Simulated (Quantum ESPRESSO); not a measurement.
# Y(0001), 4 layers: parallel layout and speed, part 2 of 3

Wanted: time, iterations and memory of Y(0001), 4 layers by layout of ranks, pools and threads.

Quantum ESPRESSO 7.5; plane-wave DFT, PBE, SSSP efficiency pseudopotentials.

So far. Step 2 (SCF with pw.x: 4 ranks, 4 pools, 1 thread a rank): Inside the slab this potential holds the local part of the pseudopotentials, which can be repulsive at the nuclei; only its value in the vacuum has a meaning of its own.

## Step 3: Ground state: 4 ranks, 2 pools, 1 thread a rank

The input, c1.in:

```
&control
  prefix = 'c1'
  outdir = './out'
  pseudo_dir = './pseudo'
  calculation = 'scf'
  tprnfor = .true.
/
&system
  ibrav = 0
  nat = 4
  ntyp = 1
  ecutwfc = 45
  ecutrho = 360
  occupations = 'smearing'
  smearing = 'mv'
  degauss = 0.02
  assume_isolated = 'esm'
  esm_bc = 'bc1'
/
&electrons
  conv_thr = 1e-07
  mixing_beta = 0.4
  electron_maxstep = 120
  mixing_mode = 'local-TF'
/
ATOMIC_SPECIES
  Y   88.9058  Y_pbe_v1.uspp.F.UPF
CELL_PARAMETERS angstrom
  3.65000000000000 0.00000000000000 0.00000000000000
  1.82500000000000 3.16099272381320 0.00000000000000
  0.00000000000000 0.00000000000000 24.60122500000000
ATOMIC_POSITIONS crystal
  Y   0.666666666700 0.666666666700 -0.174812941225
  Y   0.000000000000 0.000000000000 -0.058270980408
  Y   0.666666666700 0.666666666700 0.058270980408
  Y   0.000000000000 0.000000000000 0.174812941225
K_POINTS automatic
  6 6 1 0 0 0
```

Launch:

```bash
$ OMP_NUM_THREADS=1 mpirun -n 4 pw.x -nk 2 -in c1.in > c1.out
```

Log:

```text
[banner, memory and clock lines left out]
Program PWSCF v.7.5 starts
[...]
Message from routine setup:
[...]
number of electrons       =        44.00
     number of Kohn-Sham states=           26
     kinetic-energy cutoff     =      45.0000  Ry
     charge density cutoff     =     360.0000  Ry
[...]
number of k points=     7  Marzari-Vanderbilt smearing, width (Ry)=  0.0200
[...]
Dense  grid:   220685 G-vectors     FFT dimensions: (  45,  45, 288)
[...]
negative rho (up, down):  1.715E-01 0.000E+00
     Starting wfcs are   52 randomized atomic wfcs
[...]
negative rho (up, down):  1.704E-01 0.000E+00
[...]
estimated scf accuracy    <       1.87099648 Ry
[...]
negative rho (up, down):  1.680E-01 0.000E+00
[...]
estimated scf accuracy    <       1.13234505 Ry
[...]
negative rho (up, down):  1.703E-01 0.000E+00
[...]
estimated scf accuracy    <       0.13362704 Ry
[...]
negative rho (up, down):  1.705E-01 0.000E+00
[...]
estimated scf accuracy    <       0.14801803 Ry
[...]
negative rho (up, down):  1.711E-01 0.000E+00
[...]
estimated scf accuracy    <       0.02751916 Ry
[...]
negative rho (up, down):  1.708E-01 0.000E+00
[...]
estimated scf accuracy    <       0.01400165 Ry
[...]
negative rho (up, down):  1.717E-01 0.000E+00
[...]
estimated scf accuracy    <       0.00992730 Ry
[...]
negative rho (up, down):  1.719E-01 0.000E+00
[...]
estimated scf accuracy    <       0.04474024 Ry
[...]
negative rho (up, down):  1.717E-01 0.000E+00
[...]
estimated scf accuracy    <       0.00689058 Ry
[...]
negative rho (up, down):  1.743E-01 0.000E+00
[...]
estimated scf accuracy    <       0.00630797 Ry
[...]
negative rho (up, down):  1.728E-01 0.000E+00
[...]
estimated scf accuracy    <       0.05176319 Ry
[...]
negative rho (up, down):  1.728E-01 0.000E+00
[...]
estimated scf accuracy    <       0.03399944 Ry
[...]
negative rho (up, down):  1.718E-01 0.000E+00
[...]
estimated scf accuracy    <       0.00094585 Ry
[...]
negative rho (up, down):  1.718E-01 0.000E+00
[...]
estimated scf accuracy    <       0.00033470 Ry
[...]
negative rho (up, down):  1.716E-01 0.000E+00
[...]
estimated scf accuracy    <       0.00031125 Ry
[...]
negative rho (up, down):  1.715E-01 0.000E+00
[...]
estimated scf accuracy    <       0.00022083 Ry
[...]
negative rho (up, down):  1.714E-01 0.000E+00
[...]
estimated scf accuracy    <       0.00020273 Ry
[...]
negative rho (up, down):  1.714E-01 0.000E+00
[...]
estimated scf accuracy    <       0.00007991 Ry
[...]
negative rho (up, down):  1.715E-01 0.000E+00
[...]
estimated scf accuracy    <       0.00000551 Ry
[...]
negative rho (up, down):  1.714E-01 0.000E+00
[...]
estimated scf accuracy    <       0.00002528 Ry
[...]
negative rho (up, down):  1.714E-01 0.000E+00
[...]
estimated scf accuracy    <       0.00009095 Ry
[...]
negative rho (up, down):  1.714E-01 0.000E+00
[...]
estimated scf accuracy    <       0.00005319 Ry
[...]
negative rho (up, down):  1.714E-01 0.000E+00
[...]
estimated scf accuracy    <       0.00004007 Ry
[...]
negative rho (up, down):  1.714E-01 0.000E+00
[...]
estimated scf accuracy    <       0.00005520 Ry
[...]
negative rho (up, down):  1.714E-01 0.000E+00
[...]
estimated scf accuracy    <       0.00007675 Ry
[...]
negative rho (up, down):  1.714E-01 0.000E+00
[...]
estimated scf accuracy    <       0.00009093 Ry
[...]
negative rho (up, down):  1.715E-01 0.000E+00
[...]
estimated scf accuracy    <       0.00004658 Ry
[...]
negative rho (up, down):  1.715E-01 0.000E+00
[...]
estimated scf accuracy    <       0.00000220 Ry
[...]
negative rho (up, down):  1.715E-01 0.000E+00
[...]
the Fermi energy is    -3.3111 ev
!    total energy              =    -349.88859162 Ry
     estimated scf accuracy    <       0.00000002 Ry
     smearing contrib. (-TS)   =      -0.00409991 Ry
     internal energy E=F+TS    =    -349.88449172 Ry
[...]
one-electron contribution =    4088.67046136 Ry
     hartree contribution      =   -2054.90181302 Ry
     xc contribution           =     -87.47069603 Ry
     ewald contribution        =   -2296.18244402 Ry
     convergence has been achieved in  29 iterations
     negative rho (up, down):  1.715E-01 0.000E+00
[...]
Total force =     0.014745     Total SCF correction =     0.000829
[...]
```

Run time: 66 s. Hardware: 4 MPI ranks of Intel Xeon Platinum 8259CL at 2.50GHz (Skylake/Cascade Lake), shared host; peak memory 1 GiB.

Numbers from this step:

```
Fermi energy                                                   : -3.311 eV
vacuum line at the lower end of the cell, over the Fermi level : 3.311 eV
vacuum line at the upper end of the cell, over the Fermi level : 3.311 eV
```

The program's own clock; routines nest. Time by routine:

```
  routine  wall time (s)  calls
    PWSCF          65.74      1
electrons           62.6      1
  c_bands          27.74     29
  cegterg          24.32    116
    h_psi          19.08    852
     fftw          17.04  20006
 vloc_psi          16.45    852
 sum_band          12.86     29
  mix_rho           9.11     29
     newd           7.45     30
 v_of_rho           5.48     30
     ffts           4.12   2943
      fft           2.55    399
 init_run            2.2      1
```

Counted from each run's own zero (the Fermi level), the vacuum level differs from the first run's by -1 meV.

## Step 4: Ground state: 4 ranks, 1 pool, 1 thread a rank

c2.in, as its differences from the input of step 3:

```diff
@@ -1,3 +1,3 @@
 &control
-  prefix = 'c1'
+  prefix = 'c2'
   outdir = './out'
```

Launch:

```bash
$ OMP_NUM_THREADS=1 mpirun -n 4 pw.x -nk 1 -in c2.in > c2.out
```

Log:

```text
[banner, memory and clock lines left out]
Program PWSCF v.7.5 starts
[...]
Message from routine setup:
[...]
number of electrons       =        44.00
     number of Kohn-Sham states=           26
     kinetic-energy cutoff     =      45.0000  Ry
     charge density cutoff     =     360.0000  Ry
[...]
number of k points=     7  Marzari-Vanderbilt smearing, width (Ry)=  0.0200
[...]
Dense  grid:   220685 G-vectors     FFT dimensions: (  45,  45, 288)
[...]
negative rho (up, down):  1.715E-01 0.000E+00
     Starting wfcs are   52 randomized atomic wfcs
[...]
negative rho (up, down):  1.704E-01 0.000E+00
[...]
estimated scf accuracy    <       1.87027547 Ry
[...]
negative rho (up, down):  1.679E-01 0.000E+00
[...]
estimated scf accuracy    <       1.12997652 Ry
[...]
negative rho (up, down):  1.702E-01 0.000E+00
[...]
estimated scf accuracy    <       0.13260840 Ry
[...]
negative rho (up, down):  1.705E-01 0.000E+00
[...]
estimated scf accuracy    <       0.14002897 Ry
[...]
negative rho (up, down):  1.709E-01 0.000E+00
[...]
estimated scf accuracy    <       0.02877403 Ry
[...]
negative rho (up, down):  1.709E-01 0.000E+00
[...]
estimated scf accuracy    <       0.02323643 Ry
[...]
negative rho (up, down):  1.707E-01 0.000E+00
[...]
estimated scf accuracy    <       0.04669213 Ry
[...]
negative rho (up, down):  1.709E-01 0.000E+00
[...]
estimated scf accuracy    <       0.08260135 Ry
[...]
negative rho (up, down):  1.737E-01 0.000E+00
[...]
estimated scf accuracy    <       0.00485317 Ry
[...]
negative rho (up, down):  1.714E-01 0.000E+00
[...]
estimated scf accuracy    <       0.09523106 Ry
[...]
negative rho (up, down):  1.719E-01 0.000E+00
[...]
estimated scf accuracy    <       0.00491746 Ry
[...]
negative rho (up, down):  1.719E-01 0.000E+00
[...]
estimated scf accuracy    <       0.00024771 Ry
[...]
negative rho (up, down):  1.720E-01 0.000E+00
[...]
estimated scf accuracy    <       0.00075843 Ry
[...]
negative rho (up, down):  1.719E-01 0.000E+00
[...]
estimated scf accuracy    <       0.00136360 Ry
[...]
negative rho (up, down):  1.722E-01 0.000E+00
[...]
estimated scf accuracy    <       0.00043796 Ry
[...]
negative rho (up, down):  1.716E-01 0.000E+00
[...]
estimated scf accuracy    <       0.00005611 Ry
[...]
negative rho (up, down):  1.714E-01 0.000E+00
[...]
estimated scf accuracy    <       0.00051710 Ry
[...]
negative rho (up, down):  1.714E-01 0.000E+00
[...]
estimated scf accuracy    <       0.00013144 Ry
[...]
negative rho (up, down):  1.714E-01 0.000E+00
[...]
estimated scf accuracy    <       0.00000355 Ry
[...]
negative rho (up, down):  1.714E-01 0.000E+00
[...]
estimated scf accuracy    <       0.00000204 Ry
[...]
negative rho (up, down):  1.715E-01 0.000E+00
[...]
estimated scf accuracy    <       0.00000073 Ry
[...]
negative rho (up, down):  1.715E-01 0.000E+00
[...]
estimated scf accuracy    <       0.00000419 Ry
[...]
negative rho (up, down):  1.715E-01 0.000E+00
[...]
estimated scf accuracy    <       0.00000027 Ry
[...]
negative rho (up, down):  1.715E-01 0.000E+00
[...]
the Fermi energy is    -3.3113 ev
!    total energy              =    -349.88859230 Ry
     estimated scf accuracy    <       0.00000006 Ry
     smearing contrib. (-TS)   =      -0.00411086 Ry
     internal energy E=F+TS    =    -349.88448144 Ry
[...]
one-electron contribution =    4088.69600527 Ry
     hartree contribution      =   -2054.92754566 Ry
     xc contribution           =     -87.47049703 Ry
     ewald contribution        =   -2296.18244402 Ry
     convergence has been achieved in  24 iterations
     negative rho (up, down):  1.715E-01 0.000E+00
[...]
Total force =     0.015042     Total SCF correction =     0.001121
[...]
```

Run time: 51 s. Hardware: 4 MPI ranks; peak memory 0.97 GiB.

The program's own clock; routines nest. Time by routine:

| routine | wall time (s) | calls |
| --- | --- | --- |
| PWSCF | 50.12 | 1 |
| electrons | 47.59 | 1 |
| c_bands | 25.72 | 24 |
| cegterg | 24.48 | 168 |
| h_psi | 18.56 | 1551 |
| fftw | 16.63 | 34112 |
| vloc_psi | 16.01 | 1551 |
| sum_band | 10.18 | 24 |
| newd | 6.05 | 25 |
| mix_rho | 3.69 | 24 |
| v_of_rho | 2.06 | 25 |
| ffts | 1.98 | 2322 |
| init_run | 1.84 | 1 |
| calbec | 1.78 | 1747 |

Counted from each run's own zero (the Fermi level), the vacuum level differs from the first run's by -1 meV.

## Step 5: Self-consistent run: 2 ranks, 2 pools, 2 threads a rank

c3.in, as its differences from the input of step 4:

```diff
@@ -1,3 +1,3 @@
 &control
-  prefix = 'c2'
+  prefix = 'c3'
   outdir = './out'
```

Launch:

```bash
$ OMP_NUM_THREADS=2 mpirun -n 2 pw.x -nk 2 -in c3.in > c3.out
```

Log:

```text
[banner, memory and clock lines left out]
Program PWSCF v.7.5 starts
[...]
Message from routine setup:
[...]
number of electrons       =        44.00
     number of Kohn-Sham states=           26
     kinetic-energy cutoff     =      45.0000  Ry
     charge density cutoff     =     360.0000  Ry
[...]
number of k points=     7  Marzari-Vanderbilt smearing, width (Ry)=  0.0200
[...]
Dense  grid:   220685 G-vectors     FFT dimensions: (  45,  45, 288)
[...]
negative rho (up, down):  1.715E-01 0.000E+00
     Starting wfcs are   52 randomized atomic wfcs
[...]
negative rho (up, down):  1.704E-01 0.000E+00
[...]
estimated scf accuracy    <       1.87298724 Ry
[...]
negative rho (up, down):  1.680E-01 0.000E+00
[...]
estimated scf accuracy    <       1.12982077 Ry
[...]
negative rho (up, down):  1.702E-01 0.000E+00
[...]
estimated scf accuracy    <       0.13036114 Ry
[...]
negative rho (up, down):  1.705E-01 0.000E+00
[...]
estimated scf accuracy    <       0.11517991 Ry
[...]
negative rho (up, down):  1.709E-01 0.000E+00
[...]
estimated scf accuracy    <       0.02629880 Ry
[...]
negative rho (up, down):  1.710E-01 0.000E+00
[...]
estimated scf accuracy    <       0.02954105 Ry
[...]
negative rho (up, down):  1.708E-01 0.000E+00
[...]
estimated scf accuracy    <       0.04775971 Ry
[...]
negative rho (up, down):  1.711E-01 0.000E+00
[...]
estimated scf accuracy    <       0.09388488 Ry
[...]
negative rho (up, down):  1.750E-01 0.000E+00
[...]
estimated scf accuracy    <       0.00762780 Ry
[...]
negative rho (up, down):  1.716E-01 0.000E+00
[...]
estimated scf accuracy    <       0.08543637 Ry
[...]
negative rho (up, down):  1.726E-01 0.000E+00
[...]
estimated scf accuracy    <       0.01996529 Ry
[...]
negative rho (up, down):  1.718E-01 0.000E+00
[...]
estimated scf accuracy    <       0.00124028 Ry
[...]
negative rho (up, down):  1.716E-01 0.000E+00
[...]
estimated scf accuracy    <       0.00550900 Ry
[...]
negative rho (up, down):  1.720E-01 0.000E+00
[...]
estimated scf accuracy    <       0.01032292 Ry
[...]
negative rho (up, down):  1.716E-01 0.000E+00
[...]
estimated scf accuracy    <       0.00177939 Ry
[...]
negative rho (up, down):  1.715E-01 0.000E+00
[...]
estimated scf accuracy    <       0.00569684 Ry
[...]
negative rho (up, down):  1.714E-01 0.000E+00
[...]
estimated scf accuracy    <       0.00012461 Ry
[...]
negative rho (up, down):  1.714E-01 0.000E+00
[...]
estimated scf accuracy    <       0.00032099 Ry
[...]
negative rho (up, down):  1.714E-01 0.000E+00
[...]
estimated scf accuracy    <       0.00011146 Ry
[...]
negative rho (up, down):  1.714E-01 0.000E+00
[...]
estimated scf accuracy    <       0.00043498 Ry
[...]
negative rho (up, down):  1.715E-01 0.000E+00
[...]
estimated scf accuracy    <       0.00001642 Ry
[...]
negative rho (up, down):  1.715E-01 0.000E+00
[...]
estimated scf accuracy    <       0.00000164 Ry
[...]
negative rho (up, down):  1.715E-01 0.000E+00
[...]
estimated scf accuracy    <       0.00000131 Ry
[...]
negative rho (up, down):  1.715E-01 0.000E+00
[...]
estimated scf accuracy    <       0.00000044 Ry
[...]
negative rho (up, down):  1.715E-01 0.000E+00
[...]
estimated scf accuracy    <       0.00000026 Ry
[...]
negative rho (up, down):  1.715E-01 0.000E+00
[...]
the Fermi energy is    -3.3098 ev
!    total energy              =    -349.88859225 Ry
     estimated scf accuracy    <       0.00000008 Ry
     smearing contrib. (-TS)   =      -0.00410655 Ry
     internal energy E=F+TS    =    -349.88448570 Ry
[...]
one-electron contribution =    4088.66984910 Ry
     hartree contribution      =   -2054.90124026 Ry
     xc contribution           =     -87.47065052 Ry
     ewald contribution        =   -2296.18244402 Ry
     convergence has been achieved in  26 iterations
     negative rho (up, down):  1.715E-01 0.000E+00
[...]
Total force =     0.014838     Total SCF correction =     0.001083
[...]
```

It took 2.1 min on 2 MPI ranks; peak memory 0.96 GiB.

Numbers from this step:

| Item | Value |
| --- | --- |
| Fermi energy | -3.310 eV |
| vacuum line at the lower end of the cell, over the Fermi level | 3.310 eV |
| vacuum line at the upper end of the cell, over the Fermi level | 3.310 eV |

The program's own clock; routines nest. Time by routine:

```csv
routine,wall time (s),calls
PWSCF,125.3,1
electrons,116.8,1
c_bands,65.36,26
cegterg,55.7,104
h_psi,50.85,813
fftw,50.08,18404
vloc_psi,47.74,813
sum_band,22.62,26
newd,13.37,27
mix_rho,8.97,26
v_of_rho,6.93,27
init_run,6.68,1
ffts,3.83,2572
fft,3.57,360
```

Counted from each run's own zero (the Fermi level), the vacuum level differs from the first run's by -2 meV.

## Step 6: SCF with pw.x: 2 ranks, 1 pool, 2 threads a rank

c4.in, as its differences from the input of step 5:

```diff
@@ -1,3 +1,3 @@
 &control
-  prefix = 'c3'
+  prefix = 'c4'
   outdir = './out'
```

Launch:

```bash
$ OMP_NUM_THREADS=2 mpirun -n 2 pw.x -nk 1 -in c4.in > c4.out
```

Log:

```text
[banner, memory and clock lines left out]
Program PWSCF v.7.5 starts
[...]
Message from routine setup:
[...]
number of electrons       =        44.00
     number of Kohn-Sham states=           26
     kinetic-energy cutoff     =      45.0000  Ry
     charge density cutoff     =     360.0000  Ry
[...]
number of k points=     7  Marzari-Vanderbilt smearing, width (Ry)=  0.0200
[...]
Dense  grid:   220685 G-vectors     FFT dimensions: (  45,  45, 288)
[...]
negative rho (up, down):  1.715E-01 0.000E+00
     Starting wfcs are   52 randomized atomic wfcs
[...]
negative rho (up, down):  1.704E-01 0.000E+00
[...]
estimated scf accuracy    <       1.86618778 Ry
[...]
negative rho (up, down):  1.679E-01 0.000E+00
[...]
estimated scf accuracy    <       1.12933106 Ry
[...]
negative rho (up, down):  1.703E-01 0.000E+00
[...]
estimated scf accuracy    <       0.13215564 Ry
[...]
negative rho (up, down):  1.705E-01 0.000E+00
[...]
estimated scf accuracy    <       0.13727803 Ry
[...]
negative rho (up, down):  1.710E-01 0.000E+00
[...]
estimated scf accuracy    <       0.02779193 Ry
[...]
negative rho (up, down):  1.710E-01 0.000E+00
[...]
estimated scf accuracy    <       0.01587863 Ry
[...]
negative rho (up, down):  1.708E-01 0.000E+00
[...]
estimated scf accuracy    <       0.03617858 Ry
[...]
negative rho (up, down):  1.710E-01 0.000E+00
[...]
estimated scf accuracy    <       0.05200491 Ry
[...]
negative rho (up, down):  1.731E-01 0.000E+00
[...]
estimated scf accuracy    <       0.01176271 Ry
[...]
negative rho (up, down):  1.729E-01 0.000E+00
[...]
estimated scf accuracy    <       0.09579481 Ry
[...]
negative rho (up, down):  1.735E-01 0.000E+00
[...]
estimated scf accuracy    <       0.03369350 Ry
[...]
negative rho (up, down):  1.723E-01 0.000E+00
[...]
estimated scf accuracy    <       0.00708298 Ry
[...]
negative rho (up, down):  1.718E-01 0.000E+00
[...]
estimated scf accuracy    <       0.00470740 Ry
[...]
negative rho (up, down):  1.714E-01 0.000E+00
[...]
estimated scf accuracy    <       0.00515329 Ry
[...]
negative rho (up, down):  1.713E-01 0.000E+00
[...]
estimated scf accuracy    <       0.00011155 Ry
[...]
negative rho (up, down):  1.713E-01 0.000E+00
[...]
estimated scf accuracy    <       0.00097081 Ry
[...]
negative rho (up, down):  1.713E-01 0.000E+00
[...]
estimated scf accuracy    <       0.00043926 Ry
[...]
negative rho (up, down):  1.714E-01 0.000E+00
[...]
estimated scf accuracy    <       0.00042539 Ry
[...]
negative rho (up, down):  1.715E-01 0.000E+00
[...]
estimated scf accuracy    <       0.00126158 Ry
[...]
negative rho (up, down):  1.713E-01 0.000E+00
[...]
estimated scf accuracy    <       0.00087959 Ry
[...]
negative rho (up, down):  1.714E-01 0.000E+00
[...]
estimated scf accuracy    <       0.00165932 Ry
[...]
negative rho (up, down):  1.714E-01 0.000E+00
[...]
estimated scf accuracy    <       0.00079109 Ry
[...]
negative rho (up, down):  1.714E-01 0.000E+00
[...]
estimated scf accuracy    <       0.00142173 Ry
[...]
negative rho (up, down):  1.714E-01 0.000E+00
[...]
estimated scf accuracy    <       0.00038731 Ry
[...]
negative rho (up, down):  1.714E-01 0.000E+00
[...]
estimated scf accuracy    <       0.00000843 Ry
[...]
negative rho (up, down):  1.714E-01 0.000E+00
[...]
estimated scf accuracy    <       0.00000338 Ry
[...]
negative rho (up, down):  1.714E-01 0.000E+00
[...]
estimated scf accuracy    <       0.00000041 Ry
[...]
negative rho (up, down):  1.714E-01 0.000E+00
[...]
estimated scf accuracy    <       0.00000013 Ry
[...]
negative rho (up, down):  1.715E-01 0.000E+00
[...]
the Fermi energy is    -3.3133 ev
!    total energy              =    -349.88859230 Ry
     estimated scf accuracy    <       0.00000010 Ry
     smearing contrib. (-TS)   =      -0.00410678 Ry
     internal energy E=F+TS    =    -349.88448552 Ry
[...]
one-electron contribution =    4088.67775460 Ry
     hartree contribution      =   -2054.90936246 Ry
     xc contribution           =     -87.47043364 Ry
     ewald contribution        =   -2296.18244402 Ry
     convergence has been achieved in  29 iterations
     negative rho (up, down):  1.715E-01 0.000E+00
[...]
Total force =     0.014610     Total SCF correction =     0.000507
[...]
```

Wall time 90 s (2 MPI ranks); peak memory 0.89 GiB; 4 min of CPU time.

Read from the output:

| Quantity | Value |
| --- | --- |
| Fermi energy | -3.313 eV |
| vacuum line at the lower end of the cell, over the Fermi level | 3.313 eV |
| vacuum line at the upper end of the cell, over the Fermi level | 3.313 eV |

The program's own clock; routines nest. Time by routine:

```
  routine  wall time (s)  calls
    PWSCF          89.27      1
electrons          84.98      1
  c_bands          40.85     29
  cegterg          38.01    207
    h_psi          30.61   1600
 vloc_psi          27.17   1600
     fftw          26.39  37926
 sum_band          19.76     29
     newd          13.62     30
  mix_rho           7.16     29
 v_of_rho            3.8     30
     ffts           3.73   2941
 init_run           3.04      1
   calbec           2.45   1831
```

Counted from each run's own zero (the Fermi level), the vacuum level differs from the first run's by +1 meV.

[end of part 2 of 3]

[Logs are printed without paths, hosts, clocks, repeated set-up lines and the standing remarks that a program may print on its own settings, such as how far it seeks lower states.]

[Hosts, paths, dates, database ids (printed as entryN), source tags and the programs' standing remarks are cut or masked in the printed files.]

[Maps of the electrostatic potential energy from Ansatz leave out the sawtooth potential of an applied field or a dipole correction, so their vacuum need not be flat; planar profiles and work functions include it.]
